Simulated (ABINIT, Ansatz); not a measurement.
# Quasiparticle gap of CsPbCl3 (Pm-3m) in ABINIT

Aim: the G0W0 gap of CsPbCl3 (Pm-3m) on PBE, step by step.

Calculated with ABINIT 10.8.3; PBE and many-body steps on it, plane waves.

Most raw output is cut from this account.

## Step 1: The structure

The structure is cubic, space group Pm-3m (No. 221). The conventional cell has a = 5.605 Å, b = 5.605 Å, c = 5.605 Å, α = 90.00°, β = 90.00°, γ = 90.00°. Nearest to Cs lie 12 Cl at 3.96 Å. Nearest to Pb lie 6 Cl at 2.80 Å. Cl has 2 Pb at 2.80 Å and 4 Cs at 3.96 Å nearest. Farther neighbours and most contacts between anions are not listed.

Coordinates:

```cif
data_structure
_symmetry_space_group_name_H-M 'P 1'
_symmetry_Int_Tables_number 1
_cell_length_a 5.6050
_cell_length_b 5.6050
_cell_length_c 5.6050
_cell_angle_alpha 90.000
_cell_angle_beta 90.000
_cell_angle_gamma 90.000
_cell_volume 176.09
loop_
_atom_site_label
_atom_site_type_symbol
_atom_site_fract_x
_atom_site_fract_y
_atom_site_fract_z
_atom_site_occupancy
Cs1 Cs 0.00000 0.00000 0.00000 1
Pb2 Pb 0.50000 0.50000 0.50000 1
Cl3 Cl 0.50000 0.50000 0.00000 1
Cl4 Cl 0.00000 0.50000 0.50000 1
Cl5 Cl 0.50000 0.00000 0.50000 1
```

The cell and positions come from the Crystallography Open Database and are kept as given unless a step says otherwise. Spin-orbit coupling is left out unless a step names it.

## Step 2: Ground state

This step: ABINIT 10.8.3; DFT, PBE, plane waves, norm-conserving pseudopotentials.

The ground-state density comes first.

run.abi

```
acell 3*1.0 Angstrom
rprim 
  5.605000000000 0.000000000000 0.000000000000
  0.000000000000 5.605000000000 0.000000000000
  0.000000000000 0.000000000000 5.605000000000
ntypat 3
znucl 55 82 17
natom 5
typat 1 2 3 3 3
xred 
  0.000000000000 0.000000000000 0.000000000000
  0.500000000000 0.500000000000 0.500000000000
  0.500000000000 0.500000000000 0.000000000000
  0.000000000000 0.500000000000 0.500000000000
  0.500000000000 0.000000000000 0.500000000000
pp_dirpath "pseudos"
pseudos "Cs.upf, Pb.upf, Cl.upf"
ecut 25
ngkpt 4 4 4
nshiftk 1
shiftk 0 0 0
kptopt 1
chksymbreak 0
nband 28
occopt 1
tolvrs 1e-10
nstep 60
prtwf 0
optforces 0
optstress 0
indata_prefix "in"
outdata_prefix "out"
tmpdata_prefix "tmp"
```

On the command line:

```
OMP_NUM_THREADS=1 mpirun -n 4 abinit run.abi > log
```

It took 34 s on 4 MPI ranks of Arm Neoverse V1, shared host; peak memory 0.36 GiB; 2.3 min of CPU time.

Numbers from this step:

```
total energy               : -3897.5654 eV
gap                        : 1.933 eV
k of the valence top       : 0.5, 0.5, 0.5
k of the conduction bottom : 0.5, 0.5, 0.5
least direct gap           : 1.933 eV
```

The gap is direct, at (0.500, 0.500, 0.500).

## Step 3: Bands along the symmetry lines

Levels along a band path, at the cheap level, show where the edges lie and whether the meshes to come will hold them.

run.abi

```
acell 3*1.0 Angstrom
rprim 
  5.605000000000 0.000000000000 0.000000000000
  0.000000000000 5.605000000000 0.000000000000
  0.000000000000 0.000000000000 5.605000000000
ntypat 3
znucl 55 82 17
natom 5
typat 1 2 3 3 3
xred 
  0.000000000000 0.000000000000 0.000000000000
  0.500000000000 0.500000000000 0.500000000000
  0.500000000000 0.500000000000 0.000000000000
  0.000000000000 0.500000000000 0.500000000000
  0.500000000000 0.000000000000 0.500000000000
pp_dirpath "pseudos"
pseudos "Cs.upf, Pb.upf, Cl.upf"
ecut 25
iscf -2
irdden 1
kptopt 0
nkpt 50
kpt 
  0.00000000 0.00000000 0.00000000
  0.00000000 0.06250000 0.00000000
  0.00000000 0.12500000 0.00000000
  0.00000000 0.18750000 0.00000000
  0.00000000 0.25000000 0.00000000
  0.00000000 0.31250000 0.00000000
  0.00000000 0.37500000 0.00000000
  0.00000000 0.43750000 0.00000000
  0.00000000 0.50000000 0.00000000
  0.06250000 0.50000000 0.00000000
  0.12500000 0.50000000 0.00000000
  0.18750000 0.50000000 0.00000000
  0.25000000 0.50000000 0.00000000
  0.31250000 0.50000000 0.00000000
  0.37500000 0.50000000 0.00000000
  0.43750000 0.50000000 0.00000000
  0.50000000 0.50000000 0.00000000
  0.43750000 0.43750000 0.00000000
  0.37500000 0.37500000 0.00000000
  0.31250000 0.31250000 0.00000000
  0.25000000 0.25000000 0.00000000
  0.18750000 0.18750000 0.00000000
  0.12500000 0.12500000 0.00000000
  0.06250000 0.06250000 0.00000000
  0.00000000 0.00000000 0.00000000
  0.06250000 0.06250000 0.06250000
  0.12500000 0.12500000 0.12500000
  0.18750000 0.18750000 0.18750000
  0.25000000 0.25000000 0.25000000
  0.31250000 0.31250000 0.31250000
  0.37500000 0.37500000 0.37500000
  0.43750000 0.43750000 0.43750000
  0.50000000 0.50000000 0.50000000
  0.43750000 0.50000000 0.43750000
  0.37500000 0.50000000 0.37500000
  0.31250000 0.50000000 0.31250000
  0.25000000 0.50000000 0.25000000
  0.18750000 0.50000000 0.18750000
  0.12500000 0.50000000 0.12500000
  0.06250000 0.50000000 0.06250000
  0.00000000 0.50000000 0.00000000
  0.50000000 0.50000000 0.50000000
  0.50000000 0.50000000 0.43750000
  0.50000000 0.50000000 0.37500000
  0.50000000 0.50000000 0.31250000
  0.50000000 0.50000000 0.25000000
  0.50000000 0.50000000 0.18750000
  0.50000000 0.50000000 0.12500000
  0.50000000 0.50000000 0.06250000
  0.50000000 0.50000000 0.00000000
istwfk *1
nband 29
nbdbuf 2
tolwfr 1e-08
nstep 40
prtwf 0
prtvol 0
indata_prefix "in"
outdata_prefix "out"
tmpdata_prefix "tmp"
```

It took 77 s on 4 MPI ranks; peak memory 0.43 GiB.

Numbers from this step:

- gap: 1.933 eV
- k of the valence top: 0.5, 0.5, 0.5
- k of the conduction bottom: 0.5, 0.5, 0.5
- least direct gap: 1.933 eV

The gap is 1.933 eV, as in the run before at this level.

The electronic bands at the labelled points (eV, zero at the top of the highest filled band):

| point | band 19 | band 20 | band 21 | band 22 | band 23 | band 24 | band 25 | band 26 |
| --- | --- | --- | --- | --- | --- | --- | --- | --- |
| Γ | -2.63 | -2.52 | -2.52 | -2.52 | 3.35 | 4.29 | 4.29 | 5.20 |
| halfway | -2.68 | -2.58 | -2.58 | -2.43 | 3.86 | 4.63 | 4.70 | 4.83 |
| X | -2.73 | -2.63 | -2.63 | -1.69 | 3.02 | 4.69 | 5.20 | 5.34 |
| halfway | -2.72 | -2.64 | -2.39 | -1.45 | 2.76 | 4.08 | 5.12 | 5.17 |
| M | -2.82 | -2.75 | -2.21 | -0.82 | 2.52 | 2.52 | 4.94 | 5.39 |
| halfway | -2.65 | -2.61 | -2.42 | -2.25 | 4.09 | 4.25 | 4.64 | 5.05 |
| Γ | -2.63 | -2.52 | -2.52 | -2.52 | 3.35 | 4.29 | 4.29 | 5.20 |
| halfway | -2.44 | -2.44 | -2.43 | -2.10 | 3.91 | 3.91 | 4.00 | 4.89 |
| R | -2.20 | -2.20 | -2.20 | 0.00 | 1.93 | 1.93 | 1.93 | 5.12 |
| halfway | -2.48 | -2.45 | -2.35 | -1.25 | 2.48 | 3.68 | 3.84 | 5.22 |
| X | -2.73 | -2.63 | -2.63 | -1.69 | 3.02 | 4.69 | 5.20 | 5.34 |
| jump to R | -2.20 | -2.20 | -2.20 | 0.00 | 1.93 | 1.93 | 1.93 | 5.12 |
| halfway | -2.43 | -2.43 | -2.21 | -0.62 | 2.22 | 2.22 | 3.50 | 5.48 |
| M | -2.82 | -2.75 | -2.21 | -0.82 | 2.52 | 2.52 | 4.94 | 5.39 |

## Step 4: Empty states on the mesh, 2×2×2 mesh, 198 bands

The sums over transitions need many empty states on a uniform mesh; this step solves for them.

run.abi

```
acell 3*1.0 Angstrom
rprim 
  5.605000000000 0.000000000000 0.000000000000
  0.000000000000 5.605000000000 0.000000000000
  0.000000000000 0.000000000000 5.605000000000
ntypat 3
znucl 55 82 17
natom 5
typat 1 2 3 3 3
xred 
  0.000000000000 0.000000000000 0.000000000000
  0.500000000000 0.500000000000 0.500000000000
  0.500000000000 0.500000000000 0.000000000000
  0.000000000000 0.500000000000 0.500000000000
  0.500000000000 0.000000000000 0.500000000000
pp_dirpath "pseudos"
pseudos "Cs.upf, Pb.upf, Cl.upf"
ecut 25
ngkpt 2 2 2
nshiftk 1
shiftk 0 0 0
kptopt 1
chksymbreak 0
iscf -2
irdden 1
istwfk *1
nband 198
nbdbuf 18
tolwfr 1e-09
nstep 60
prtvol 0
indata_prefix "in"
outdata_prefix "out"
tmpdata_prefix "tmp"
```

Wall time 75 s (4 MPI ranks); peak memory 0.44 GiB.

Numbers from this step:

```
gap                                                           : 1.933 eV
k of the valence top                                          : 0.5, 0.5, 0.5
k of the conduction bottom                                    : 0.5, 0.5, 0.5
least direct gap                                              : 1.933 eV
k points computed                                             : 4
lowest point of the top converged band, above the valence top : 47.03 eV
```

On this mesh the gap is 1.933 eV.

## Step 5: Screening, 2×2×2 mesh, 180 bands, screening to 119.7 eV

The RPA dielectric matrix is built and inverted for each q.

This step: RPA screening on PBE, plane waves, norm-conserving pseudopotentials.

run.abi: that of step 4 with these lines changed.

```diff
@@ -23,10 +23,11 @@
 chksymbreak 0
-iscf -2
-irdden 1
 istwfk *1
-nband 198
-nbdbuf 18
-tolwfr 1e-09
-nstep 60
-prtvol 0
+occopt 1
+irdwfk 1
+optdriver 3
+nband 180
+ecuteps 4.4
+inclvkb 2
+awtr 1
+symchi 1
 indata_prefix "in"
```

Elapsed: 48 s, on 4 MPI ranks; peak memory 1.4 GiB.

Numbers from this step:

```
ε∞ with local fields, on this mesh, along the program's q direction : 7.179
the same without local fields                                       : 8.280
plasma frequency                                                    : 18.56 eV
plane waves in the screening matrix                                 : 515
```

Local fields lower ε∞ by 13 %. On a Γ-centred mesh this coarse the value itself is usually too large, while a short band sum pulls it down.

## Step 6: Self-energy, 2×2×2 mesh, 180 bands, screening to 119.7 eV

The self-energy is evaluated for the states that the input lists, and the levels follow from it, in one-shot runs by the linearised quasiparticle equation.

This step: G0W0 on PBE, plane waves, norm-conserving pseudopotentials.

run.abi: that of step 5 with these lines changed.

```diff
@@ -26,8 +26,17 @@
 irdwfk 1
-optdriver 3
+optdriver 4
 nband 180
+gwcalctyp 0
+ecutsigx 25
+symsigma 1
+nkptgw 2
+kptgw 
+  0.5000000000 0.5000000000 0.5000000000
+  0.0000000000 0.0000000000 0.0000000000
+bdgw 
+  19 25
+  20 25
 ecuteps 4.4
-inclvkb 2
-awtr 1
-symchi 1
+irdscr 1
+ppmodel 1
 indata_prefix "in"
```

The job ended after 34 s (4 MPI ranks; peak memory 1.4 GiB; 2.3 min of CPU time).

This step gave:

| Item | Value |
| --- | --- |
| G0W0 gap on the points computed | 3.098 eV |
| starting gap on the mesh | 1.933 eV |
| k of the valence top | 0.5, 0.5, 0.5 |
| k of the conduction bottom | 0.5, 0.5, 0.5 |
| Z at the valence top | 0.791 |
| Z at the conduction bottom | 0.819 |
| least direct G0W0 gap on the computed points | 3.098 eV |

The gap on the mesh goes from 1.93 eV to 3.10 eV, a correction of +1.16 eV.

Limits: finite bands, cutoff and mesh; exchange with frozen shells missing; no spin-orbit coupling; coarse k mesh. v1 is the top filled band, c1 the lowest empty one. Levels before and after the correction, in eV, zero at the valence-band top of each column:

|  | conduction bottom | valence top |
| --- | --- | --- |
| Kohn-Sham | 1.93 | 0.00 |
| G0W0 | 3.10 | 0.00 |

|  | level | energy (eV) |
| --- | --- | --- |
| Kohn-Sham | (0.5 0.5 0.5) v4-v2 | -2.204 |
| Kohn-Sham | (0.5 0.5 0.5) v1 | 0.000 |
| Kohn-Sham | (0.5 0.5 0.5) c1-c3 | 1.933 |
| G0W0 | (0.5 0.5 0.5) v4-v2 | -2.488 |
| G0W0 | (0.5 0.5 0.5) v1 | 0.000 |
| G0W0 | (0.5 0.5 0.5) c1-c3 | 3.098 |

## Step 7: Where the time went

Times are wall times on 4 MPI ranks of Arm Neoverse V1, shared host, good to a factor of about two.

| step | time | share | memory (GiB) |
| --- | --- | --- | --- |
| ground state | 34 s | 13 % | 0.36 |
| bands along the symmetry lines | 77 s | 29 % | 0.43 |
| empty states on the mesh | 75 s | 28 % | 0.44 |
| screening | 48 s | 18 % | 1.4 |
| self-energy | 34 s | 13 % | 1.4 |

## Step 8: What came out

```
PBE gap              : 1.93 eV, direct
G0W0 gap on the mesh : 3.10 eV
GW settings          : 2×2×2 mesh, 180 bands, screening to 119.7 eV, Godby-Needs plasmon pole
known limits         : not at the basis limit; exchange with frozen shells missing; no spin-orbit coupling; coarse k mesh
```

What this shows: G0W0 moves the gap on the mesh from 1.93 eV to 3.10 eV (+1.16 eV), with Z of 0.79 and 0.82 at the edges. Local fields lower the RPA ε∞ on this mesh from 8.28 to 7.18; a Γ-centred mesh this coarse tends to raise both, most where the direct gap is narrow, while a short band sum lowers them. Only 2 of the mesh's irreducible points were corrected, so a valley elsewhere could overtake. Bands and cutoff are finite, so the gap is not at the basis limit. The miss can reach some tenths of an eV and take either sign; the mesh is an error of its own. In the G0W0 run levels were corrected at 2 k points alone, so a gap called «on the mesh» is the least over those, and an edge elsewhere would be missed. The 2×2×2 mesh is coarse for this cell, which bears on the long-range parts of exchange and screening. Where an edge is built on 6p states of lead, bismuth or thallium, scalar-relativistic gaps usually stand too wide, by a few tenths to over one eV. This is the ideal cubic cell; many perovskites, halides above all, are cubic only on average, and local tilts or off-centring can widen the gap. The norm-conserving file of at least one element keeps a d shell over frozen s and p shells of the same row. Exchange with those shells is missing from the self-energy, an error of 0.3 to 0.9 eV in cases checked, whose sign depends on which edge lies on those atoms. The many-body steps are scalar-relativistic: spin-orbit coupling is not in them.

[Paths, hosts, dates, memory and timing lines, banners, echoed tables and standing remarks are left out of the program output.]

[Logs are printed without paths, hosts, clocks, repeated set-up lines and the standing remarks that a program may print on its own settings, such as how far it seeks lower states.]

[Runs of the session that timed out or met a known fault of the program may be left out.]

[Hosts, paths, dates, database ids (printed as entryN), source tags and the programs' standing remarks are cut or masked in the printed files.]

[G0W0 gaps are taken among the corrected bands and points alone; a level outside them can change the order at an edge.]

[Where Ansatz stands beside ABINIT at settings called matched, ABINIT's density can come from a denser mesh and the files from another edition; pairs whose starting gaps differed by over 0.03 eV were left out, so agreement reads better than it is.]
